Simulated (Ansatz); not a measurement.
# Cu(111) with 4 thermally displaced layers, 2x2: scattering by thermal displacements

How much do lattice vibrations at 300 K scatter the electrons of Cu? Layers with random displacements are laid between perfect leads, and the resistance is followed against their length.

Method: Ansatz plane-wave DFT, PBE, PAW files; ballistic transport by layer matching (Landauer), zero bias; PAW set soft_1, in Ansatz 0.2.0.

## Step 1: The structure

The cell holds 40 atoms: 40 Cu. Cell: a = 5.112 Å, b = 5.112 Å, c = 20.923 Å, α = 93.5°, β = 86.5°, γ = 120.0°. It derives from Cu. Regions: lead, 24 atoms (24 Cu); scattering region, 16 atoms (16 Cu). The structure is stacked along c, and the current runs across the ab planes.

## Step 2: With 4 displaced layers

Each atom of 4 layers is moved at random, by amounts drawn from a normal law 0.0778 Å wide in each direction from the Debye model (343 K) at 300 K. The layers about the cell's end stay perfect and serve as the lead. Disorder leaves little or no symmetry, which makes such runs dear. Energies from -0.05 to 0.05 eV in steps of 0.05 eV are too few for the program's thermal sum, so it prints no conductance; for a metal the transmission near the Fermi level serves, at a fraction of the cost.

Contents of input.yaml:

```yaml
crystal:
  lattice:
    - [5.1123254594, 0.0, 0.0]
    - [-2.5561627297, 4.4274037203, 0.0]
    - [1.2780813649, -0.73790062, 20.8709812911]
  atoms:
    - { symbol: Cu, position: [0.9916666667, 0.0083333333, 0.05] }
    - { symbol: Cu, position: [0.9916666667, 0.5083333333, 0.05] }
    - { symbol: Cu, position: [0.4916666667, 0.0083333333, 0.05] }
    - { symbol: Cu, position: [0.4916666667, 0.5083333333, 0.05] }
    - { symbol: Cu, position: [0.1416666667, 0.3583333333, 0.15] }
    - { symbol: Cu, position: [0.1416666667, 0.8583333333, 0.15] }
    - { symbol: Cu, position: [0.6416666667, 0.3583333333, 0.15] }
    - { symbol: Cu, position: [0.6416666667, 0.8583333333, 0.15] }
    - { symbol: Cu, position: [0.2916666667, 0.2083333333, 0.25] }
    - { symbol: Cu, position: [0.2916666667, 0.7083333333, 0.25] }
    - { symbol: Cu, position: [0.7916666667, 0.2083333333, 0.25] }
    - { symbol: Cu, position: [0.7916666667, 0.7083333333, 0.25] }
    - { symbol: Cu, position: [0.9420213529, 0.0564104331, 0.3523865158] }
    - { symbol: Cu, position: [0.9383329751, 0.5491479433, 0.3513474731] }
    - { symbol: Cu, position: [0.4702603865, 0.0745333913, 0.3473775518] }
    - { symbol: Cu, position: [0.416915374, 0.5474100945, 0.350154] }
    - { symbol: Cu, position: [0.0551474713, 0.403716067, 0.4453571502] }
    - { symbol: Cu, position: [0.0759425172, 0.8985760257, 0.448821317] }
    - { symbol: Cu, position: [0.6071655199, 0.426567073, 0.4495210194] }
    - { symbol: Cu, position: [0.6063940483, 0.8968663414, 0.4513098917] }
    - { symbol: Cu, position: [0.2566989009, 0.2595230524, 0.5472293723] }
    - { symbol: Cu, position: [0.2234870925, 0.7504293375, 0.5508205505] }
    - { symbol: Cu, position: [0.7245687166, 0.2545599075, 0.5494066528] }
    - { symbol: Cu, position: [0.7515594029, 0.7623249103, 0.5513242857] }
    - { symbol: Cu, position: [0.8800944533, 0.1065433535, 0.6529214611] }
    - { symbol: Cu, position: [0.9023874994, 0.5871559116, 0.6556415915] }
    - { symbol: Cu, position: [0.4188401087, 0.1222226815, 0.650985486] }
    - { symbol: Cu, position: [0.3984797474, 0.6351634893, 0.6573048438] }
    - { symbol: Cu, position: [0.0416666667, 0.4583333333, 0.75] }
    - { symbol: Cu, position: [0.0416666667, 0.9583333333, 0.75] }
    - { symbol: Cu, position: [0.5416666667, 0.4583333333, 0.75] }
    - { symbol: Cu, position: [0.5416666667, 0.9583333333, 0.75] }
    - { symbol: Cu, position: [0.1916666667, 0.3083333333, 0.85] }
    - { symbol: Cu, position: [0.1916666667, 0.8083333333, 0.85] }
    - { symbol: Cu, position: [0.6916666667, 0.3083333333, 0.85] }
    - { symbol: Cu, position: [0.6916666667, 0.8083333333, 0.85] }
    - { symbol: Cu, position: [0.8416666667, 0.1583333333, 0.95] }
    - { symbol: Cu, position: [0.8416666667, 0.6583333333, 0.95] }
    - { symbol: Cu, position: [0.3416666667, 0.1583333333, 0.95] }
    - { symbol: Cu, position: [0.3416666667, 0.6583333333, 0.95] }
kpoints:
  mp_grid: { grid: [5, 5, 1] }
hamiltonian:
  xc: pbe
  pseudopotentials: { kind: paw, azcp: { folder: soft_1 } }
scf:
  occupations: { method: fermi_dirac, width: 0.1 }
output:
  transmission:
    leads: [[0, 4]]
    kmesh: [10, 10]
    e_range: [-0.05, 0.05]
    de: 0.05
  write_potential: true
  write_density: true
  volumetric_format: npy
  elf: true
```

The run is started by

```
ansatz run input.yaml --threads 4 --pin off --max-ram 15360MiB --backend cpu --events-out ev --progress --plain --runs-dir out
```

Numbers of over 12 decimals in the logs are rounded to 6 here.

The log of the run:

```text
Engine: ansatz 0.2.0, aarch64-unknown-linux-gnu
Pseudopotentials: kind: paw
Pseudopotential: Cu, paw, valence charge 19, recommended cutoff 420 eV (normal), soft_1/Cu.paw.azcp
Functional definition: PBE
  parameter kappa = 0.804
  parameter beta = 0.066725
  exchange = pbe_x(kappa = kappa, mu = beta*pi^2/3)
  correlation = pbe_c(beta = beta)
Crystal: 40 atoms, lattice volume = 472.401 Å³
Basis set: ecut = 420 eV, 9295 PW (Γ)
Bands: 456, of which v1, the nominal top of the filled ones, is band 380 counted from 1 (379 counted from 0)
Symmetry: 1 space group operations
Space group: P1 (ITA 1), of the structure as read, at distance tolerance 7.8e-5 Å
k-points: 13 of 25 (time reversal used)
Non-local potential: Cu, projectors of the file, l = 0: 3, l = 1: 2, l = 2: 3, l = 3: 1
PAW form: soft (Blöchl's): semilocal exchange-correlation on the pseudo side does not see the compensation charge
PAW one-centre angular grid: Cu, 590 points (default); XC on 64 Gauss nodes
Initial density: superposition of atomic densities (chi_scale 0.1, normalization cell)
Initial wavefunctions: pseudopotential atomic-orbital guess
Functional: x = pbe(κ = 0.804, μ = 0.219515), c = pbe(β = 0.066725)
SCF iter   1: F=—  HF=-265042.842241 eV  |F-HF|=—  |Δ(HF+E_count)|=         —  Δρ=2.67e-1  dr2=2.02e2  ethr=3.10e-3  ⟨swp⟩=4.9  Hψ=18215  notcnv=0  defer=16
preconditioner: auto → Kerker (q_TF=auto, 2.953 Å⁻¹)  [metal: Δε(μ)=0.004 eV  Ē_g=9.126 eV  σ=0.100 eV  W_gap=0.01  n_scr=218 (ndim 8)  ℏωp=35.8 eV  f_vac=0.000  D(μ)=23.30/eV (n_scr^D=228)]
SCF iter   2: F=—  HF=-265012.652349 eV  |F-HF|=—  |Δ(HF+E_count)|=    3.02e1  Δρ=7.33e-2  dr2=1.98e1  ethr=3.10e-3  ⟨swp⟩=2.0  Hψ=11369  notcnv=0  defer=690
SCF iter   3: F=—  HF=-265007.312252 eV  |F-HF|=—  |Δ(HF+E_count)|=    5.34e0  Δρ=4.44e-2  dr2=7.47e0  ethr=2.61e-3  ⟨swp⟩=2.0  Hψ=7042  notcnv=0  defer=701
SCF iter   4: F=—  HF=-265005.952316 eV  |F-HF|=—  |Δ(HF+E_count)|=    1.36e0  Δρ=8.74e-3  dr2=2.22e-1  ethr=9.82e-4  ⟨swp⟩=2.0  Hψ=8205  notcnv=0  defer=701
SCF iter   5: F=—  HF=-265006.292452 eV  |F-HF|=—  |Δ(HF+E_count)|=   3.40e-1  Δρ=3.38e-3  dr2=4.01e-2  ethr=2.93e-5  ⟨swp⟩=2.0  Hψ=9952  notcnv=0  defer=715
SCF iter   6: F=—  HF=-265006.296272 eV  |F-HF|=—  |Δ(HF+E_count)|=   3.82e-3  Δρ=1.15e-3  dr2=5.16e-3  ethr=5.28e-6  ⟨swp⟩=2.0  Hψ=9648  notcnv=0  defer=715
SCF iter   7: F=—  HF=-265006.298138 eV  |F-HF|=—  |Δ(HF+E_count)|=   1.87e-3  Δρ=2.56e-4  dr2=2.85e-4  ethr=6.78e-7  ⟨swp⟩=2.0  Hψ=10141  notcnv=0  defer=715
SCF iter   8: F=—  HF=-265006.298167 eV  |F-HF|=—  |Δ(HF+E_count)|=   2.91e-5  Δρ=8.66e-5  dr2=3.44e-5  ethr=3.74e-8  ⟨swp⟩=1.1  Hψ=5215  notcnv=0  defer=715
SCF iter   9: F=—  HF=-265006.298140 eV  |F-HF|=—  |Δ(HF+E_count)|=   2.65e-5  Δρ=6.77e-5  dr2=1.96e-5  ethr=4.53e-9  ⟨swp⟩=2.0  Hψ=9737  notcnv=0  defer=715
SCF iter  10: F=—  HF=-265006.298138 eV  |F-HF|=—  |Δ(HF+E_count)|=   2.70e-6  Δρ=1.28e-5  dr2=1.20e-6  ethr=2.58e-9  ⟨swp⟩=2.0  Hψ=7753  notcnv=0  defer=715
SCF iter  11: F=—  HF=-265006.298138 eV  |F-HF|=—  |Δ(HF+E_count)|=   1.03e-7  Δρ=2.54e-6  dr2=1.24e-7  ethr=1.58e-10  ⟨swp⟩=2.1  Hψ=7443  notcnv=0  defer=715
SCF iter  12: F=-265006.298138 eV  HF=-265006.298138 eV  |F-HF|=5.77e-8  |Δ(HF+E_count)|=   7.57e-9  Δρ=2.82e-6  dr2=4.60e-8  ethr=1.32e-11  ⟨swp⟩=7.2  Hψ=20560  notcnv=0
SCF 1 converged in 12 iterations: F = -265006.298138 eV  dr2 = 4.60e-8
  greatest PAW one-centre occupation: 1.000 electrons in one spin orbital (limit 2), on the Cu atom at site 20 (counted from 0), in its partial waves of l = 0
transmission: 158 of 1560 steps passed
transmission: 314 of 1560 steps passed
[...]
transmission: 1560 of 1560 steps passed
SCF converged after 12 iterations
Free energy (F): -265006.298138 eV
Harris-Foulkes:  -265006.298138 eV  (|F-HF|=5.77e-8)
Internal energy: -265005.793484 eV  (E = F + TS)
E sigma→0 (E₀):  -265006.045811 eV
Entropy (-TS):   -0.504654 eV (-12.616 meV/atom)
Fermi energy:    16.341273 eV
--- Per-component energies (eV) ---
  E_band       = -14697.696373
  E_kinetic    = 10476.009106
  E_local      = -180749.752205  (includes V_loc(G=0)·N_el)
  E_nonlocal   = 35591.365497
  E_hartree    = 76600.034016
  E_xc         = -2762.193793
  E_vxc        = -3566.845670  (∫ρ·V_xc dr)
  E_paw        = -72595.869238  (= ΣΔE_a)
  E_vpaw       = -29648.640111  (= ΣTr[D̂ρ^β])
  E_aug_tail   = 0.041207  (compensation charges beyond the density's cutoff)
  E_ewald      = -131565.428074
  E_smearing   = -0.504654  (= −TS)
  E_closure    = -0.000000  (closes the sum)
  Σ components = -265006.298138   (vs F -265006.298138, Δ=0.00e0)
--- Band table (eV; the first three rows and the last of 13) ---
  k-point 0: bands = [... 376 lower, 16.2532, 16.6528, 16.6795, 16.6962, 16.7277, 17.0227, 17.0513, 17.2542, ... 72 higher]
  k-point 1: bands = [... 376 lower, 15.9710, 16.0639, 16.1015, 16.2655, 16.3890, 16.4457, 16.4783, 16.5538, ... 72 higher]
  k-point 2: bands = [... 376 lower, 16.1232, 16.1391, 16.1852, 16.2256, 16.2886, 16.3842, 16.5245, 16.6681, ... 72 higher]
  k-point 12: bands = [... 376 lower, 15.3397, 15.9956, 16.0828, 16.3018, 16.3451, 16.6218, 16.8478, 17.6150, ... 72 higher]
--- Transmission ---
  basis      : 199 plane waves across, 30 finite elements along
  points     : 52, standing for a mesh of 10 x 10
  energies   : 3 from -0.050000 to 0.050000 eV about the Fermi level, 0.050000 eV apart; the leads are filled to 0.000000 eV, and channels, transmission and decay are at 0.000000 eV
  crystal 0  : Cu4, at the sites [0, 4], period 2.0871 Å, over 12.52 Å; its Hamiltonian steps by up to 4.5 meV
    offset         : up to 0.0000 Å between an atom of the period and one for which it stands
    channels       : 3.210000e0 a spin
    conductance    : none, the energies end too early or step too widely for 300 K: set another output.transmission.e_range or a lower de, or, where they end at an eighth of basis.ecutwfc, a higher one
  junction   : crystal 0 to crystal 0, 0.70 to 19.48 Å
    transmission   : 3.128713e0 a spin
    conductance    : none, the energies end too early or step too widely for 300 K: set another output.transmission.e_range or a lower de, or, where they end at an eighth of basis.ecutwfc, a higher one
```

It took 6.3 min on 4 threads of Arm Neoverse V2, shared host; peak memory 4.9 GiB; 25 min of CPU time.

The column dr2 measures how far the density is from self-consistency, as an energy; F and HF (Harris–Foulkes) agree once it is small.

This step gave:

| Item | Value |
| --- | --- |
| free energy | -265006.2981 eV |
| energy at zero smearing | -265006.0458 eV |
| Fermi energy | 16.34 eV |
| cell area | 22.63 Å² |
| transmission per spin nearest the Fermi level | 3.129 |
| open channels per spin nearest the Fermi level | 3.21 |
| step of the lead's potential | 4.5 meV |

Per spin. The transmission, zone mean by energy, zero at the Fermi level:

```
energy (eV)  transmission, zone mean
    -0.0500                     3.12
     0.0000                     3.13
     0.0500                     3.13
```

Per spin. The open channels, zone mean, lead stays at 3.21 for energy from -0.05 to 0.05 eV.

Transmission over k1 and k2. At 0.0000 eV from the Fermi level.

Ten even steps from '_' (2.75) to '@' (3.85):
```
::@@::::::%%::::::::
::::%%::::%%::::::::
::::::@@__%%::::::::
::::::__....__::::::
@@@@@@@@__..__@@@@@@
::::::::__....__::::
::::::::::%%__@@::::
::::::::::%%::::%%::
::::::::::%%::::::@@
@@::::::::@@::::::::
```
Columns: k1 (b1) from -0.5 to 0.4; rows upwards: k2 (b2) from -0.5 to 0.4.

Open channels over k1 and k2. At 0.0000 eV from the Fermi level.

Ten even steps from '0' (3.00) to '9' (4.00):
```
0900090000
0090090000
0009090000
0000000000
9999000999
0000000000
0000090900
0000090090
0000090009
9000090000
```
Columns: k1 (b1) from -0.5 to 0.4; rows upwards: k2 (b2) from -0.5 to 0.4.

Valence density in the ca plane at fractional y = 0.547, with atoms of Cu within 0.2 Å of it. It is the smooth field of the valence electrons, not physical close to the nuclei.

Ten steps, logarithmic in the rise over the least value, from '0' (0 e/Å³) to '9' (46 e/Å³), each cell a mean:
```
00000000000169951000000000000268620122100000
00000000000148841000000000000379730000000000
01100011110013320011100000000157520000000000
01110012210000000124310000000012200121000000
01110012210000000135420001000000000255200000
00000001100011100023310000000000001467310000
00000000000135520001100000000011100255300000
00000000000169951000000000000135310112100000
00000000000159851000000000000257620000000000
01100011110025520000000000000146520000000000
01110012210001100012100000000013210121000000
01110012210000000123200011000000001255200000
00000001100012210123210011000000001467310000
00000000000147731012100000000123211255300000
```
Columns run along c (16.0 Å, from fractional 0.12 to 0.88 of the cell), rows up along a (5.1 Å). Atoms in or near the plane, at fractional coordinates: Cu at (0.35, 0.94), Cu at (0.35, 0.42), Cu at (0.66, 0.90).

ELF in the ca plane at fractional y = 0.547, with atoms of Cu within 0.2 Å of it. It is the smooth field of the valence electrons, not physical close to the nuclei.

Ten even steps from '0' (0.15) to '9' (0.62), each cell a mean:
```
22221112231019900221112211220014101100012111
11011110111003300221112222220028301211111101
00001100001000001100001111221002001211111000
00001100000110011000001110111000001000011111
10001100000111111000001100001110110000002111
21111100001100001000001100001111120011002111
22211111122000000100001211111000010000002211
22221112231019700221111111220000001000012111
11011110111006500222111111220002001211111101
00001100001000000110011111120001001211111000
00001100000110011000001100011000001000011111
10001100000211122000001000001111121000002211
21111100001100001000001100001111120011002111
22211111122002101100001100011000011000002211
```
Columns run along c (16.0 Å, from fractional 0.12 to 0.88 of the cell), rows up along a (5.1 Å). Atoms in or near the plane, at fractional coordinates: Cu at (0.35, 0.94), Cu at (0.35, 0.42), Cu at (0.66, 0.90).

Electrostatic potential energy in the ca plane at fractional y = 0.547, with atoms of Cu within 0.2 Å of it. With pseudopotentials it is smooth inside the atoms' cores, unlike the true potential.

Values in eV, 8 rows by 16 columns, each cell a mean:
```
 16  18  17  17 -19 -29  15  16  18  17   4 -39   7   7  17  16
 10  13   7  10   5  -2  10   6  17  16  10 -26  10  14  18  15
 11  13   4   7  17  16  -1 -15  15  12  18  13  10 -20  13  16
 17  18  16  16  -2  -4  11   4  17  15  17  12   8 -31  10  16
 16  18  17  17 -22 -28  17  18  18  17  10 -26  10   7  17  16
 10  13   7  10  -1  -7  14  15  18  16  11 -26  10  14  18  15
 11  13   4   7  15  14   3  -2  15  11  17  10   9 -20  13  16
 17  18  16  16  -7 -11   7   3  16  13  15   1   7 -31  10  16
```
Columns run along c (16.0 Å, from fractional 0.12 to 0.88 of the cell; values clipped at the 3rd and 97th percentile), rows up along a (5.1 Å). Atoms in or near the plane, at fractional coordinates: Cu at (0.35, 0.94), Cu at (0.35, 0.42), Cu at (0.66, 0.90).

Over the solved energies the transmission per spin lies between 3.12 and 3.13, out of 3.21 channels of the lead on average (up to 3.21).

[end of part 1 of 2]

[Logs are printed without paths, hosts, clocks, repeated set-up lines and the standing remarks that a program may print on its own settings, such as how far it seeks lower states.]

[Hosts, paths, dates, database ids (printed as entryN), source tags and the programs' standing remarks are cut or masked in the printed files.]
